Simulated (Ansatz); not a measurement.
# Lattice dynamics of Cu2Pd (built on the sites of a database entry of Li2Pt)

Task: relax Cu2Pd (built on the sites of a database entry of Li2Pt), then find its harmonic phonons.

Main program and level: Ansatz 0.2.0; DFT PBEsol, scalar-relativistic, plane waves, PAW.

This is a report of a sequence of runs, with most program output left out.

The structure was built from a prototype and need not be the compound's stable phase.

## Step 1: The structure

Symmetry: P6/mmm, No. 191, hexagonal system. The conventional cell has a = 4.279 Å, b = 4.279 Å, c = 2.720 Å, α = 90.00°, β = 90.00°, γ = 120.00°. Nearest to Cu lie 5 Cu at 2.47 to 2.72 Å and 6 Pd at 2.82 Å. Nearest to Pd lie 2 Pd at 2.72 Å and 12 Cu at 2.82 Å. Farther neighbours are not listed.

## Step 2: Rough relaxation

The start is far from rest, so a relaxation with loose tolerances brings it close first.

File input.yaml:

```yaml
crystal:
  lattice:
    - [4.27892, 0.0, 0.0]
    - [-2.13946, 3.70565, 0.0]
    - [0.0, 0.0, 2.72007]
  atoms:
    - { symbol: Cu, position: [0.3333333333, 0.6666666667, 0.5] }
    - { symbol: Cu, position: [0.6666666667, 0.3333333333, 0.5] }
    - { symbol: Pd, position: [0.0, 0.0, 0.0] }
kpoints:
  mp_grid: { grid: [6, 6, 8] }
hamiltonian:
  xc: pbesol
scf:
  occupations: { method: gaussian, width: 0.1 }
output:
  forces: true
  stress: true
  eigenvalues: true
relax:
  adjacent_minimum: "off"
  f_tol: 0.05
  max_steps: 80
  cell: { stress_tol: 0.5 }
```

Started as:

```console
> ansatz run input.yaml --threads 8 --pin off --max-ram 14336MiB --backend cpu --events-out ev --progress --plain --runs-dir out
```

It took 2 s on 8 threads of Intel Xeon Platinum 8488C (Sapphire Rapids), shared host; peak memory 0.49 GiB; 12 s of CPU time.

Step by step:

```tsv
step	energy less that of the first step (eV)	largest force component (eV/Å)	pressure (GPa)	volume (Å³)
1	0.0000	0.0000	-16.41	43.13
2	-0.3089	0.0000	-2.38	38.32
3	-0.3155	0.0000	0.65	37.66
4	-0.3159	0.0000	-0.01	37.80
5*	-0.3125	0.0000	0.04	37.80
```

Relaxation steps marked * repeat the geometry before them on a plane-wave basis chosen anew for their cell, so energy and pressure can jump there.

The run keeps the 24 symmetry operations that it works with, so distortions that break them were not tested.

```tsv
conventional cell, symmetrised	before	after	change
a (Å)	4.279	4.099	-4.2 %
b (Å)	4.279	4.099	-4.2 %
c (Å)	2.720	2.597	-4.5 %
volume (Å³/atom)	14.38	12.60	-12.4 %
```

Final coordinates:

```xyz
3
Lattice="4.0993 0.0000 0.0000 -2.0496 3.5501 0.0000 0.0000 0.0000 2.5974" Properties=species:S:1:pos:R:3 pbc="T T T"
Cu    0.0000    2.3667    1.2987
Cu    2.0496    1.1834    1.2987
Pd    0.0000    0.0000    0.0000
```

Numbers from this step:

| Item | Value |
| --- | --- |
| pressure | 0.03576 GPa |
| volume per atom | 12.60 Å³ |
| gap on the k-mesh | 0 eV |

In this step the volume went from 14.38 to 12.60 Å³/atom.

## Step 3: Relaxation

Harmonic phonons are second derivatives at a point where the forces vanish, and they are wanted at zero stress, so atoms and cell are relaxed first.

File input.yaml:

```yaml
crystal:
  lattice:
    - [4.0992844895, 0.0, 0.0]
    - [-2.0496422448, 3.5500845053, 0.0]
    - [0.0, 0.0, 2.5973779866]
  atoms:
    - { symbol: Cu, position: [0.3333333333, 0.6666666667, 0.5] }
    - { symbol: Cu, position: [0.6666666667, 0.3333333333, 0.5] }
    - { symbol: Pd, position: [0.0, 0.0, 0.0] }
kpoints:
  mp_grid: { grid: [12, 12, 16] }
hamiltonian:
  xc: pbesol
scf:
  occupations: { method: gaussian, width: 0.1 }
output:
  forces: true
  stress: true
  eigenvalues: true
  write_density: true
  write_potential: true
  elf: true
  volumetric_format: npy
relax:
  adjacent_minimum: "off"
  f_tol: 0.005
  max_steps: 80
  cell: { stress_tol: 0.05 }
```

The job ended after 4.6 s (8 threads; peak memory 0.63 GiB; 31 s of CPU time).

Step by step:

```tsv
step	energy less that of the first step (eV)	largest force component (eV/Å)	pressure (GPa)	volume (Å³)
1	0.0000	0.0000	-0.12	37.80
2	-0.0009	0.0000	0.08	37.75
3	-0.0011	0.0000	-0.02	37.77
4*	-0.0011	0.0000	-0.02	37.77
```

Relaxation steps marked * repeat the geometry before them on a plane-wave basis chosen anew for their cell, so energy and pressure can jump there.

The run keeps the 24 symmetry operations that it works with, so distortions that break them were not tested.

```tsv
conventional cell, symmetrised	before	after	change
a (Å)	4.099	4.109	+0.2 %
b (Å)	4.099	4.109	+0.2 %
c (Å)	2.597	2.583	-0.6 %
volume (Å³/atom)	12.60	12.59	-0.1 %
```

Final coordinates:

```xyz
3
Lattice="4.1093 0.0000 0.0000 -2.0546 3.5587 0.0000 0.0000 0.0000 2.5828" Properties=species:S:1:pos:R:3 pbc="T T T"
Cu    0.0000    2.3725    1.2914
Cu    2.0546    1.1862    1.2914
Pd    0.0000    0.0000    0.0000
```

This step gave:

| Property | Result |
| --- | --- |
| pressure | -0.02212 GPa |
| volume per atom | 12.59 Å³ |

ELF in the ab plane at fractional z = 0.500, with atoms of Cu within 0.2 Å of it. It is the smooth field of the valence electrons, not physical close to the nuclei.

Ten even steps from '_' (0.16) to '@' (0.86), each cell a mean:
```
____....____________..______
__..________________....____
....____::==--..____........
..____::##@@==..____....__..
____..==@@%%::______________
____..--==::________________
__________________..::..____
________________::**##--____
..______..____..**@@##::____
..........____..++**::____..
______..________....______..
______....______________..__
______......______......____
```
Columns run along a (4.1 Å), rows up along b (4.1 Å). Atoms in or near the plane, at fractional coordinates: Cu at (0.33, 0.67), Cu at (0.67, 0.33).

Electrostatic potential energy in the ab plane at fractional z = 0.500, with atoms of Cu within 0.2 Å of it. With pseudopotentials it is smooth inside the atoms' cores, unlike the true potential.

Values in eV, 13 rows by 14 columns, each cell a mean:
```
 17  18  19  19  17  14  10  11  16  18  20  19  18  16
 18  19  19  16   4  -7 -11  -4  11  18  20  19  18  18
 20  19  14   0 -23 -32 -30 -17   8  17  20  20  19  19
 19  17   0 -24 -36 -37 -33 -15  12  18  20  19  19  20
 18  12 -15 -33 -37 -37 -25  -2  16  18  17  16  16  18
 16   8 -17 -31 -32 -24  -1  13  15   9  -1  -2   6  14
 16  10  -5 -12  -8   3  14  13  -2 -18 -27 -24  -5  11
 17  16  12  11  14  17  14   1 -26 -35 -37 -31  -6  12
 19  19  19  19  19  18   6 -18 -36 -37 -36 -24   5  17
 20  20  20  20  19  17   0 -23 -35 -35 -25  -5  15  19
 19  18  19  20  19  16   2 -14 -21 -16   2  14  19  19
 17  17  18  19  19  17  11   6   5  10  17  19  19  18
 16  17  19  20  20  18  16  15  16  18  20  20  18  17
```
Columns run along a (4.1 Å; values clipped at the 3rd and 97th percentile), rows up along b (4.1 Å). Atoms in or near the plane, at fractional coordinates: Cu at (0.33, 0.67), Cu at (0.67, 0.33).

Valence density in the ab plane at fractional z = 0.500, with atoms of Cu within 0.2 Å of it. It is the smooth field of the valence electrons, not physical close to the nuclei.

Values in e/Å³, 13 rows by 14 columns, each cell a mean:
```
 0  0  0  0  0  0  1  0  0  0  0  0  0  0
 0  0  0  0  1  2  2  1  0  0  0  0  0  0
 0  0  0  1  6 13 10  3  1  0  0  0  0  0
 0  0  1  7 33 43 15  3  0  0  0  0  0  0
 0  0  3 15 45 35  7  1  0  0  0  0  0  0
 0  1  3 10 14  7  1  0  0  1  1  1  1  0
 0  1  1  3  2  1  0  0  1  5  8  5  1  1
 0  0  0  0  0  0  0  1  8 26 29 11  2  0
 0  0  0  0  0  0  1  4 26 52 29  7  1  0
 0  0  0  0  0  0  1  5 20 24  8  2  0  0
 0  0  0  0  0  0  1  3  5  3  1  0  0  0
 0  0  0  0  0  0  0  1  1  1  0  0  0  0
 0  0  0  0  0  0  0  0  0  0  0  0  0  0
```
Columns run along a (4.1 Å), rows up along b (4.1 Å). Atoms in or near the plane, at fractional coordinates: Cu at (0.33, 0.67), Cu at (0.67, 0.33).

In this step the volume went from 12.60 to 12.59 Å³/atom.

## Step 4: Tight relaxation

Phonons need a cell at rest on their own settings, so the relaxation is repeated with tight tolerances on forces and stress, using the mesh and the filling of the phonon run that follows.

File input.yaml:

```yaml
crystal:
  lattice:
    - [4.109268913, 0.0, 0.0]
    - [-2.0546344565, 3.5587312696, 0.0]
    - [0.0, 0.0, 2.5827595074]
  atoms:
    - { symbol: Cu, position: [0.3333333333, 0.6666666667, 0.5] }
    - { symbol: Cu, position: [0.6666666667, 0.3333333333, 0.5] }
    - { symbol: Pd, position: [0.0, 0.0, 0.0] }
kpoints:
  mp_grid: { grid: [12, 12, 16] }
hamiltonian:
  xc: pbesol
scf:
  occupations: { method: methfessel_paxton, width: 0.2 }
output:
  forces: true
  stress: true
  eigenvalues: true
relax:
  adjacent_minimum: "off"
  f_tol: 0.001
  max_steps: 60
  cell: { stress_tol: 0.01 }
```

It took 3.8 s on 8 threads; peak memory 0.62 GiB; 25 s of CPU time.

Little changed from the start: no atom moved by 0.005 Å and no cell edge by 0.1 %.

This step gave:

```yaml
pressure: -0.001014 GPa
```

The forces vanish by symmetry and the pressure is -0.001 GPa, within the tolerances set. The cell now holds 12.59 Å³/atom.

## Step 5: Zone-centre response

The zone centre comes first: it holds the modes that light can see, as far as symmetry allows. No field response is asked, since the mesh shows no gap.

input.yaml, the sections that differ from step 4:

```yaml
crystal:
  lattice:
    - [4.1086750818, 0.0, 0.0]
    - [-2.0543375409, 3.5582169968, 0.0]
    - [0.0, 0.0, 2.5830741128]
  atoms:
    - { symbol: Cu, position: [0.3333333333, 0.6666666667, 0.5] }
    - { symbol: Cu, position: [0.6666666667, 0.3333333333, 0.5] }
    - { symbol: Pd, position: [0.0, 0.0, 0.0] }
output:
  eigenvalues: true
phonons:
  method: dfpt
# kpoints, hamiltonian, scf: as in step 4
# relax: removed
```

Wall time 27 s (8 threads); peak memory 1.7 GiB; 2.9 min of CPU time.

This step gave:

```yaml
sum_rule_residual_before_enforcement: 3.93e-5 eV/Å²
point_group: 6/mmm
highest_optical_mode_at_the_zone_centre_no_lo_to_term: 256.5 cm⁻¹
lowest_optical_zone_centre_mode: -50.19 cm⁻¹
```

Patterns of degenerate modes are one choice out of their space. The modes at Γ (shares of kinetic energy by element, %) (negative means imaginary):

```tsv
mode	frequency (cm⁻¹)	symmetry	Cu %	Pd %
1	-50.2	B1g	100	0
2	0.0	acoustic	54	46
3	0.0	acoustic	54	46
4	0.0	acoustic	54	46
5	127.2	A2u	46	54
6	172.5	E1u	46	54
7	172.5	E1u	46	54
8	256.5	E2g	100	0
9	256.5	E2g	100	0
```

Displacements in mode 1 (-50.2 cm⁻¹), the largest set to 1:
```
Cu1  0.00  0.00  1.00
Cu2  0.00  0.00 -1.00
Pd3  0.00  0.00  0.00
```

Displacements in mode 6 (172.5 cm⁻¹), the largest set to 1:
```
Cu1 -0.34 -0.84  0.00
Cu2 -0.34 -0.84  0.00
Pd3  0.41  1.00  0.00
```

Before it was imposed, the acoustic sum rule was missed by 3.9e-5 eV/Å². Small misses are needed for a sound result but don't prove that mesh and cutoff are converged. The lowest optical mode is imaginary, 50.2i cm⁻¹, so the energy falls along it.

## Step 6: Phonons on a q mesh

Stability and thermal properties need the whole zone. Linear response on a 3×3×4 q mesh gives force constants as far as a supercell of that size would.

input.yaml, as its differences from that of step 5:

```diff
@@ -19 +19,9 @@
   method: dfpt
+  qmesh: [3, 3, 4]
+  temperatures: { t_max: 1000, t_step: 50 }
+  qpath:
+    path:
+      - [[0.0, 0.0, 0.0], [0.5, 0.0, 0.0], [0.33333333, 0.33333333, 0.0], [0.0, 0.0, 0.0], [0.0, 0.0, 0.5], [0.5, 0.0, 0.5], [0.33333333, 0.33333333, 0.5], [0.0, 0.0, 0.5]]
+      - [[0.5, 0.0, 0.5], [0.5, 0.0, 0.0]]
+      - [[0.33333333, 0.33333333, 0.5], [0.33333333, 0.33333333, 0.0]]
+    npoints: 10
```

The job ended after 6.2 min (8 threads; peak memory 4.2 GiB; 45 min of CPU time).

This step gave:

```yaml
sum_rule_residual_before_enforcement: 3.70e-5 eV/Å²
lowest_frequency_on_the_path: -50.19 cm⁻¹
highest_frequency_on_the_path_or_at_a_solved_wavevector: 290.3 cm⁻¹
lowest_mode_on_the_q_mesh_acoustic_modes_at_gamma_apart: -50.19 cm⁻¹
```

Frequencies (cm⁻¹) solved at each irreducible wavevector; negative means imaginary. Frequencies by wavevector, by row:

```tsv
q in reciprocal lattice units	star	mode 1	mode 2	mode 3	mode 4	mode 5	mode 6	mode 7	mode 8	mode 9
0 0 0	1	-50.2	0	0	0	127.2	172.5	172.5	256.5	256.5
0 0 0.25	2	61.3	61.3	95.7	137.1	155.4	155.4	215.2	255.5	255.5
0 0 -0.5	1	119.6	119.6	121	121	140.6	176.7	254.7	254.7	270.2
0 0.3333 0	6	-30.4	54.1	79.5	108.2	130.3	144.7	161.2	244.9	265.9
0 0.3333 0.25	12	90	90.1	109	136	153.5	157.8	208.4	243.9	262.1
0 0.3333 -0.5	6	88.1	111.4	116.6	152.1	153.1	185.3	231.8	259.1	279.7
0.3333 0.3333 0	2	54.5	54.5	88.7	110.6	115.1	115.1	216.7	216.7	268.8
0.3333 0.3333 0.25	4	88.6	88.6	112.9	144.4	144.4	201.3	209	209	269.1
0.3333 0.3333 -0.5	2	97.7	97.7	114.6	174.8	174.8	202.1	202.1	241	290.3
```

Interpolated from a 3×3×4 q mesh. The phonon branches at the labelled points (cm⁻¹):

```tsv
point	branch 1	branch 2	branch 3	branch 4	branch 5	branch 6	branch 7	branch 8	branch 9
Γ	-50	0	0	0	127	172	172	256	256
halfway	-39	41	60	112	116	156	159	251	263
M	-19	73	94	115	116	128	186	233	268
halfway	26	68	92	111	114	125	196	230	268
K	54	54	89	111	115	115	217	217	269
halfway	-32	45	66	113	124	150	159	248	265
Γ	-50	0	0	0	127	172	172	256	256
halfway	61	61	96	137	155	155	215	256	256
A	120	120	121	121	141	177	255	255	270
halfway	98	114	117	137	149	184	242	258	276
L	79	109	117	158	178	186	211	261	283
halfway	86	110	112	164	183	184	212	250	287
H	98	98	115	175	175	202	202	241	290
halfway	96	113	114	143	152	184	242	252	280
A	120	120	121	121	141	177	255	255	270
jump to L	79	109	117	158	178	186	211	261	283
halfway	86	112	113	116	157	183	194	239	264
M	-19	73	94	115	116	128	186	233	268
jump to H	98	98	115	175	175	202	202	241	290
halfway	89	89	113	144	144	201	209	209	269
K	54	54	89	111	115	115	217	217	269
```

Tetrahedra on a 18×18×24 mesh, mean over bins of 5 cm-1. Interpolated from a 3×3×4 q mesh. The phonon density of states by wavenumber; read off at these points:

```tsv
wavenumber (cm⁻¹)	phonon density of states (1/cm⁻¹/cell)
-52	0
-38	0.00197
-18	0.00168
-2	0.0015
12	0.00208
28	0.00441
48	0.0101
62	0.0191
78	0.0289
88	0.0704
98	0.0444
112	0.0607
128	0.0526
138	0.0576
142	0.0560
162	0.0455
178	0.0383
182	0.0501
192	0.014
212	0.0200
228	0.0204
242	0.0361
258	0.0520
268	0.0753
278	0.0153
292	1.0e-5
```

The partial phonon density of states has structure finer than the step of the table below, so its rows give means over 10 cm⁻¹, whole bins alone (the curve runs from -60.2 to 309 cm⁻¹). Peaks (cm⁻¹: height): Cu 88.2: 0.0321, 113.7: 0.0401, 157.8: 0.0365, 181.0: 0.0368, 264.5: 0.0589; Pd 90.6: 0.0349, 130.0: 0.0280, 183.3: 0.0140, 278.4: 0.0104.

Phonopy on the run's constants, 15x15x21 mesh, Gaussian sigma 2.6 cm-1. Interpolated from a 3×3×4 q mesh. The partial phonon density of states by wavenumber; means over each step; values in 1/cm⁻¹/cell:

```tsv
wavenumber (cm⁻¹)	Cu	Pd
-50	6.4e-4	0
-40	0.00213	5.5e-6
-30	0.00197	2.2e-5
-20	0.00231	5.5e-5
-10	6.7e-4	1.6e-5
0	5.9e-4	4.9e-5
10	0.00199	1.7e-4
20	0.00285	4.5e-4
30	0.00415	0.00106
40	0.00615	0.00186
50	0.00867	0.00282
60	0.0117	0.00438
70	0.0183	0.00615
80	0.0238	0.0154
90	0.0292	0.0325
100	0.0219	0.0241
110	0.0350	0.0192
120	0.0277	0.0254
130	0.0250	0.0269
140	0.0333	0.0211
150	0.0346	0.0179
160	0.0336	0.0127
170	0.0272	0.0110
180	0.0308	0.00970
190	0.0142	0.00607
200	0.00582	0.00451
210	0.00960	0.00586
220	0.0118	0.00416
230	0.0203	0.00595
240	0.0276	0.00660
250	0.0379	0.00670
260	0.0499	0.00527
270	0.0329	0.00980
280	0.00443	0.00945
290	0.00122	0.00252
300	8.2e-6	1.3e-5
```

Symmetry leaves 9 wavevectors to solve. The lowest mode among them, the acoustic zeros apart, lies at Γ and is imaginary, 50.2i cm⁻¹, so the energy falls along it.

## Step 7: Isotope substitution, element Cu, natural mass 63.546 amu

An isotope changes the mass and not the force constants, so no new electronic calculation is needed; the shifts show which modes move this element.

The same force constants with the mass of Cu changed from 63.546 to 64.928 u (phonopy, no LO-TO term). Both lists are sorted by frequency; levels can cross, so a row need not hold one and the same mode. Modes under 3 cm⁻¹ are left out. Isotope shifts, by row:

```tsv
q	rank	natural mass (cm⁻¹)	changed mass (cm⁻¹)
0 0 0	1	-50.19	-49.65
0 0 0	5	127.2	126.5
0 0 0	6	172.5	171.6
0 0 0	7	172.5	171.6
0 0 0	8	256.5	253.8
0 0 0	9	256.5	253.8
0 0 0.25	1	61.28	60.94
0 0 0.25	2	61.28	60.94
0 0 0.25	3	95.69	94.66
0 0 0.25	4	137.1	135.7
0 0 0.25	5	155.4	154.7
0 0 0.25	6	155.4	154.7
0 0 0.25	7	215.2	215.1
0 0 0.25	8	255.5	252.8
0 0 0.25	9	255.5	252.8
0 0 -0.5	1	119.6	119.6
0 0 -0.5	2	119.6	119.6
0 0 -0.5	3	121	119.7
0 0 -0.5	4	121	119.7
0 0 -0.5	5	140.6	139.1
0 0 -0.5	6	176.7	174.8
0 0 -0.5	7	254.7	252
0 0 -0.5	8	254.7	252
0 0 -0.5	9	270.2	270.2
0 0.3333 0	1	-30.4	-30.09
0 0.3333 0	2	54.13	53.74
0 0.3333 0	3	79.54	79.07
0 0.3333 0	4	108.2	107.8
0 0.3333 0	5	130.3	130.2
0 0.3333 0	6	144.7	143.8
0 0.3333 0	7	161.2	159.5
0 0.3333 0	8	244.9	242.4
0 0.3333 0	9	265.9	263.3
```

A mode of this element alone would shift by -1.07 %. The highest zone-centre frequency without the field goes from 256.5 to 253.8 cm⁻¹ (-1.1 %).

## Step 8: Another isotope, element Pd, natural mass 106.42 amu

The same for Pd, from 106.42 to 109.91 u.

A mode of this element alone would shift by -1.60 %. The highest zone-centre frequency without the field goes from 256.5 to 256.5 cm⁻¹ (+0.0 %).

## Step 9: Results

```
space group after relaxation (within 0.01 Å)            : P6/mmm
volume per atom                                         : 12.6 Å³
electronic character                                    : no gap on this mesh
highest optical mode at the zone centre (no LO-TO term) : 257 cm⁻¹
lowest optical zone-centre mode                         : -50.2 cm⁻¹
lowest mode on the q mesh (acoustic modes at Γ apart)   : -50.2 cm⁻¹
highest frequency on the path or at a solved wavevector : 290 cm⁻¹
imaginary modes on the 3×3×4 q mesh                     : yes
```

In words: Modes are clearly imaginary (beyond 10i cm⁻¹) at 2 of the 9 irreducible wavevectors, most at Γ (50.2i cm⁻¹), so this structure is not a minimum of the energy. The optical modes at Γ span -50 to 257 cm⁻¹ (negative means imaginary). The highest mode in this list at Γ, 256.5 cm⁻¹, is mostly motion of Cu (100 % of the kinetic energy). With no gap, or one that is small against the smearing, the frequencies hang on the k mesh and the smearing, most of all near Kohn anomalies. A phonon run warned that its eigensolver left some bands unconverged in a pass. The starting cell was built on a prototype and not taken from a measurement, so the phase need not exist. These are harmonic frequencies at zero temperature: anharmonic shifts, linewidths and thermal expansion are left out.

[Logs are printed without paths, hosts, clocks, repeated set-up lines and the standing remarks that a program may print on its own settings, such as how far it seeks lower states.]

[Hosts, paths, dates, database ids (printed as entryN), source tags and the programs' standing remarks are cut or masked in the printed files.]
